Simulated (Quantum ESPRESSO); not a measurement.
## PbS (Galena): zone-centre phonons

Aim: the zone-centre modes of PbS (Galena).

Method: DFT PBE, scalar-relativistic, plane waves, PseudoDojo norm-conserving pseudopotentials, in Quantum ESPRESSO 7.5.

The database entry behind the starting cell differs from later determinations by our own check (about 0.1 % short), so it need not match the best structure at ambient conditions.

### 1. Set-up

The structure is cubic, space group Fm-3m (No. 225). Conventional cell: a = 5.931 Å, b = 5.931 Å, c = 5.931 Å, α = 90.00°, β = 90.00°, γ = 90.00°. Nearest to Pb lie 6 S at 2.97 Å. S has 6 Pb at 2.97 Å nearest. Farther neighbours and most contacts between anions are not listed.

### 2. A first look

Before anything dear is run, a loose run with smearing shows whether this is a metal and how far the cell is from rest.

The input, probe.in:

```
&CONTROL
  calculation = 'scf'
  prefix      = 'x'
  outdir      = './tmp'
  pseudo_dir  = './pseudo'
  tprnfor     = .true.
  tstress     = .true.
  verbosity   = 'high'
/
&SYSTEM
  ibrav       = 2
  celldm(1)   = 11.20891051
  nat         = 2
  ntyp        = 2
  ecutwfc     = 68.0
  occupations = 'smearing'
  smearing    = 'gaussian'
  degauss     = 0.01
/
&ELECTRONS
  conv_thr         = 1.0d-07
  mixing_beta      = 0.7
  electron_maxstep = 100
/
ATOMIC_SPECIES
 Pb    207.2000  Pb.upf
 S      32.0600  S.upf
ATOMIC_POSITIONS crystal
 Pb     0.000000000   0.000000000   0.000000000
 S      0.500000000   0.500000000   0.500000000
K_POINTS automatic
 6 6 6 0 0 0
```

Command:

```console
$ OMP_NUM_THREADS=1 mpirun -n 4 pw.x -nk 4 -in probe.in > probe.out
```

What it wrote:

```text
[banners, grids, parts of the stress and lines that vanish by symmetry left out]
Program PWSCF v.7.5
     bravais-lattice index     =            2
     lattice parameter (alat)  =      11.2089  a.u.
[...]
kinetic-energy cutoff     =      68.0000  Ry
     charge density cutoff     =     272.0000  Ry
     scf convergence threshold =      1.0E-07
[...]
Exchange-correlation= PBE
                           (   1   4   3   4   0   0   0)
[...]
48 Sym. Ops., with inversion, found
[...]
(     0          1          0      )
                  (     0          0          1      )
[...]
(  0.0000000  1.0000000  0.0000000 )
                  (  0.0000000  0.0000000  1.0000000 )
[...]
(     1          0         -1      )
                  (     0          0         -1      )
[...]
(  0.0000000 -1.0000000  0.0000000 )
[...]
(     0          1         -1      )
                  (     0          1          0      )
[...]
( -1.0000000  0.0000000  0.0000000 )
                  (  0.0000000  1.0000000  0.0000000 )
[...]
number of k points=    16  Gaussian smearing, width (Ry)=  0.0100
[...]
End of self-consistent calculation
[...]
the Fermi energy is     8.8899 ev
!    total energy              =    -162.85171131 Ry
[...]
convergence has been achieved in   9 iterations
[...]
atom    1 type  1   force =     0.00000000    0.00000000   -0.00000000
     atom    2 type  2   force =     0.00000000    0.00000000    0.00000000
[...]
Total force =     0.000000     Total SCF correction =     0.000000
[...]
total   stress  (Ry/bohr**3)                   (kbar)     P=       22.37
[...]
XML data file, charge density, pseudopotentials, collected wavefunctions

   JOB DONE.
```

Elapsed: 5.1 s, on 4 MPI ranks of Arm Neoverse V1, shared host.

Numbers from this step:

```yaml
volume_per_atom: 26.09 Å³
pressure: 2.237 GPa
gap_on_the_k_mesh: 0.3708 eV
```

A gap of 0.37 eV opens on this mesh, so the crystal is taken as an insulator; the start stands at 2.2 GPa.

### 3. Relaxing the cell and atoms

The relaxation runs at a cutoff a fifth above that of the response, since stress converges more slowly with the basis than frequencies do. Forces and stress are brought to rest with tight thresholds.

The input, relax.in:

```
&CONTROL
  calculation   = 'vc-relax'
  prefix        = 'x'
  outdir        = './tmp'
  pseudo_dir    = './pseudo'
  tprnfor       = .true.
  tstress       = .true.
  forc_conv_thr = 2.0d-05
  etot_conv_thr = 1.0d-07
  nstep         = 40
/
&SYSTEM
  ibrav       = 2
  celldm(1)   = 11.20891051
  nat         = 2
  ntyp        = 2
  ecutwfc     = 82
  occupations = 'fixed'
  nbnd        = 12
/
&ELECTRONS
  conv_thr         = 1.0d-11
  mixing_beta      = 0.7
  electron_maxstep = 100
/
&IONS
/
&CELL
  press_conv_thr = 0.2
/
ATOMIC_SPECIES
 Pb    207.2000  Pb.upf
 S      32.0600  S.upf
ATOMIC_POSITIONS crystal
 Pb     0.000000000   0.000000000   0.000000000
 S      0.500000000   0.500000000   0.500000000
K_POINTS automatic
 10 10 10 0 0 0
```

Command:

```console
$ OMP_NUM_THREADS=1 mpirun -n 4 pw.x -nk 4 -in relax.in > relax.out
```

What it wrote:

```text
[banners, grids, parts of the stress and lines that vanish by symmetry left out]
[banner, memory and clock lines left out]
Program PWSCF v.7.5

[...]
kinetic-energy cutoff     =      82.0000  Ry
     charge density cutoff     =     328.0000  Ry
     scf convergence threshold =      1.0E-11
[...]
energy convergence thresh.=      1.0E-07
     force convergence thresh. =      2.0E-05
     press convergence thresh. =      2.0E-01
     Exchange-correlation= PBE
                           (   1   4   3   4   0   0   0)
[...]
48 Sym. Ops., with inversion, found
[...]
number of k points=    47
[...]
End of self-consistent calculation
[...]
highest occupied, lowest unoccupied level (ev):     8.7075    9.0767
!    total energy              =    -162.85158136 Ry
[...]
convergence has been achieved in  11 iterations
[...]
atom    1 type  1   force =     0.00000000    0.00000000    0.00000000
     atom    2 type  2   force =     0.00000000    0.00000000    0.00000000
     Total force =     0.000000     Total SCF correction =     0.000000
[...]
total   stress  (Ry/bohr**3)                   (kbar)     P=       22.54
[...]
number of bfgs steps    =   0
[...]
CELL_PARAMETERS (alat= 11.20891051)
[...]
ATOMIC_POSITIONS (crystal)
Pb               0.0000000000        0.0000000000        0.0000000000
S                0.5000000000        0.5000000000        0.5000000000
[...]
New effective cutoffs (rho, wfc):  325.23   81.36
[...]
End of self-consistent calculation
[...]
highest occupied, lowest unoccupied level (ev):     8.5120    8.9223
!    total energy              =    -162.85210625 Ry
[...]
convergence has been achieved in   9 iterations
[...]
atom    1 type  1   force =     0.00000000    0.00000000    0.00000000
     atom    2 type  2   force =     0.00000000    0.00000000    0.00000000
     Total force =     0.000000     Total SCF correction =     0.000000
[...]
total   stress  (Ry/bohr**3)                   (kbar)     P=       15.54
[...]
number of bfgs steps    =   1
[...]
CELL_PARAMETERS (alat= 11.20891051)
[...]
ATOMIC_POSITIONS (crystal)
Pb              -0.0000000000        0.0000000000       -0.0000000000
S                0.5000000000        0.5000000000        0.5000000000
[...]
New effective cutoffs (rho, wfc):  322.52   80.68
[...]
End of self-consistent calculation
[...]
highest occupied, lowest unoccupied level (ev):     8.3012    8.7550
!    total energy              =    -162.85246923 Ry
[...]
convergence has been achieved in  11 iterations
[...]
atom    1 type  1   force =    -0.00000000   -0.00000000   -0.00000000
     atom    2 type  2   force =     0.00000000    0.00000000    0.00000000
     Total force =     0.000000     Total SCF correction =     0.000000
[...]
total   stress  (Ry/bohr**3)                   (kbar)     P=        8.25
[...]
number of bfgs steps    =   2
[...]
CELL_PARAMETERS (alat= 11.20891051)
[...]
ATOMIC_POSITIONS (crystal)
[...]
New effective cutoffs (rho, wfc):  319.44   79.91
[...]
End of self-consistent calculation
[...]
highest occupied, lowest unoccupied level (ev):     8.0640    8.5655
!    total energy              =    -162.85262050 Ry
[...]
convergence has been achieved in  10 iterations
[...]
atom    1 type  1   force =    -0.00000000   -0.00000000    0.00000000
     atom    2 type  2   force =    -0.00000000   -0.00000000    0.00000000
     Total force =     0.000000     Total SCF correction =     0.000000
[...]
total   stress  (Ry/bohr**3)                   (kbar)     P=        0.36
[...]
number of bfgs steps    =   3
[...]
CELL_PARAMETERS (alat= 11.20891051)
[...]
ATOMIC_POSITIONS (crystal)
[...]
New effective cutoffs (rho, wfc):  319.30   79.88
[...]
End of self-consistent calculation
[...]
highest occupied, lowest unoccupied level (ev):     8.0533    8.5569
!    total energy              =    -162.85262080 Ry
[...]
convergence has been achieved in   8 iterations
[...]
atom    1 type  1   force =     0.00000000    0.00000000    0.00000000
     atom    2 type  2   force =    -0.00000000   -0.00000000   -0.00000000
     Total force =     0.000000     Total SCF correction =     0.000000
[...]
total   stress  (Ry/bohr**3)                   (kbar)     P=        0.01
[...]
number of bfgs steps    =   4
[...]
small trust_radius: resetting bfgs history
[...]
CELL_PARAMETERS (alat= 11.20891051)
[...]
ATOMIC_POSITIONS (crystal)
[...]
New effective cutoffs (rho, wfc):  319.30   79.88
[...]
End of self-consistent calculation
[...]
highest occupied, lowest unoccupied level (ev):     8.0532    8.5569
!    total energy              =    -162.85262080 Ry
[...]
convergence has been achieved in   3 iterations
[...]
atom    1 type  1   force =     0.00000000    0.00000000   -0.00000000
     atom    2 type  2   force =     0.00000000    0.00000000   -0.00000000
     Total force =     0.000000     Total SCF correction =     0.000000
[...]
total   stress  (Ry/bohr**3)                   (kbar)     P=        0.01
[...]
bfgs converged in   6 scf cycles and   5 bfgs steps
[...]
End of BFGS Geometry Optimization
     Final enthalpy           =    -162.8526207970 Ry
     File ./tmp/x.bfgs deleted, as requested
[...]
CELL_PARAMETERS (alat= 11.20891051)
[...]
ATOMIC_POSITIONS (crystal)
Pb               0.0000000000       -0.0000000000        0.0000000000
S                0.5000000000        0.5000000000        0.5000000000
[...]
Final scf calculation at the relaxed structure.
[...]
kinetic-energy cutoff     =      82.0000  Ry
     charge density cutoff     =     328.0000  Ry
     scf convergence threshold =      1.0E-13
[...]
press convergence thresh. =      2.0E-01
     Exchange-correlation= PBE
                           (   1   4   3   4   0   0   0)
[...]
48 Sym. Ops., with inversion, found
[...]
number of k points=    47
[...]
c_bands:  1 eigenvalues not converged
[...]
End of self-consistent calculation
[...]
highest occupied, lowest unoccupied level (ev):     8.0532    8.5568
!    total energy              =    -162.85262609 Ry
[...]
convergence has been achieved in  15 iterations
[...]
atom    1 type  1   force =     0.00000000    0.00000000   -0.00000000
     atom    2 type  2   force =    -0.00000000   -0.00000000    0.00000000
     Total force =     0.000000     Total SCF correction =     0.000000
[...]
total   stress  (Ry/bohr**3)                   (kbar)     P=        0.01
[...]
XML data file, charge density, pseudopotentials, collected wavefunctions
```

Run time: 88 s. Hardware: 4 MPI ranks.

Step by step:

| step | energy less that of the first step (eV) | largest force (eV/Å) | pressure (GPa) | volume (Å³) |
| --- | --- | --- | --- | --- |
| 1 | 0.0000 | 0.0000 | 2.25 | 52.17 |
| 2 | -0.0071 | 0.0000 | 1.55 | 52.77 |
| 3 | -0.0121 | 0.0000 | 0.82 | 53.44 |
| 4 | -0.0141 | 0.0000 | 0.04 | 54.22 |
| 5 | -0.0141 | 0.0000 | 0.00 | 54.25 |
| 6 | -0.0141 | 0.0000 | 0.00 | 54.25 |
| 7 | -0.0142 | 0.0000 | 0.00 | 54.25 |

| conventional cell, symmetrised | before | after | change |
| --- | --- | --- | --- |
| a (Å) | 5.931 | 6.009 | +1.3 % |
| b (Å) | 5.931 | 6.009 | +1.3 % |
| c (Å) | 5.931 | 6.009 | +1.3 % |
| volume (Å³/atom) | 26.09 | 27.13 | +4.0 % |

The relaxed structure:

```
Pb S
1.0
    -3.00467    0.00000    3.00467
     0.00000    3.00467    3.00467
    -3.00467    3.00467    0.00000
Pb S
1 1
Direct
  0.00000 0.00000 0.00000
  0.50000 0.50000 0.50000
```

The last row of the table of steps is pw.x's closing run on a basis chosen anew for the final cell, so its energy can jump.

Read from the output:

```yaml
volume_per_atom: 27.13 Å³
pressure: 0.001 GPa
gap_on_the_k_mesh: 0.5036 eV
```

The volume changes by +4.0 % from the cell with which this run began.

### 4. Ground state

The response is built on this ground state, so it is converged far tighter than an energy would need. With a gap, occupations are fixed, which also allows the response to an electric field.

The input, scf.in:

```
&CONTROL
  calculation = 'scf'
  prefix      = 'x'
  outdir      = './tmp'
  pseudo_dir  = './pseudo'
  tprnfor     = .true.
  tstress     = .true.
/
&SYSTEM
  ibrav       = 2
  celldm(1)   = 11.35599363
  nat         = 2
  ntyp        = 2
  ecutwfc     = 68.0
  occupations = 'fixed'
  nbnd        = 12
/
&ELECTRONS
  conv_thr         = 1.0d-12
  mixing_beta      = 0.7
  electron_maxstep = 100
/
ATOMIC_SPECIES
 Pb    207.2000  Pb.upf
 S      32.0600  S.upf
ATOMIC_POSITIONS crystal
 Pb     0.000000000   0.000000000   0.000000000
 S      0.500000000   0.500000000   0.500000000
K_POINTS automatic
 12 12 12 0 0 0
```

Command:

```console
$ OMP_NUM_THREADS=1 mpirun -n 4 pw.x -nk 4 -in scf.in > scf.out
```

What it wrote:

```text
[banners, grids, parts of the stress and lines that vanish by symmetry left out]
[banner, memory and clock lines left out]
Program PWSCF v.7.5

[...]
kinetic-energy cutoff     =      68.0000  Ry
     charge density cutoff     =     272.0000  Ry
     scf convergence threshold =      1.0E-12
[...]
Exchange-correlation= PBE
                           (   1   4   3   4   0   0   0)
[...]
48 Sym. Ops., with inversion, found
[...]
number of k points=    72
[...]
End of self-consistent calculation
[...]
highest occupied, lowest unoccupied level (ev):     8.0533    8.5569
!    total energy              =    -162.85259735 Ry
[...]
convergence has been achieved in  11 iterations
[...]
atom    1 type  1   force =     0.00000000    0.00000000    0.00000000
     atom    2 type  2   force =    -0.00000000   -0.00000000    0.00000000
     Total force =     0.000000     Total SCF correction =     0.000000
[...]
total   stress  (Ry/bohr**3)                   (kbar)     P=        0.07
[...]
XML data file, charge density, pseudopotentials, collected wavefunctions
```

Elapsed: 20 s, on 4 MPI ranks; 81 s of CPU time.

Read from the output:

```yaml
pressure: 0.007000 GPa
```

The cell stands at 0.0070 GPa, close enough for phonons.

(Continued in part 2 of 4.)

[Host names and launcher messages were left out of these logs when they were recorded.]

[Logs are printed without paths, hosts, clocks, repeated set-up lines and the standing remarks that a program may print on its own settings, such as how far it seeks lower states.]

[Hosts, paths, dates, database ids (printed as entryN), source tags and the programs' standing remarks are cut or masked in the printed files.]
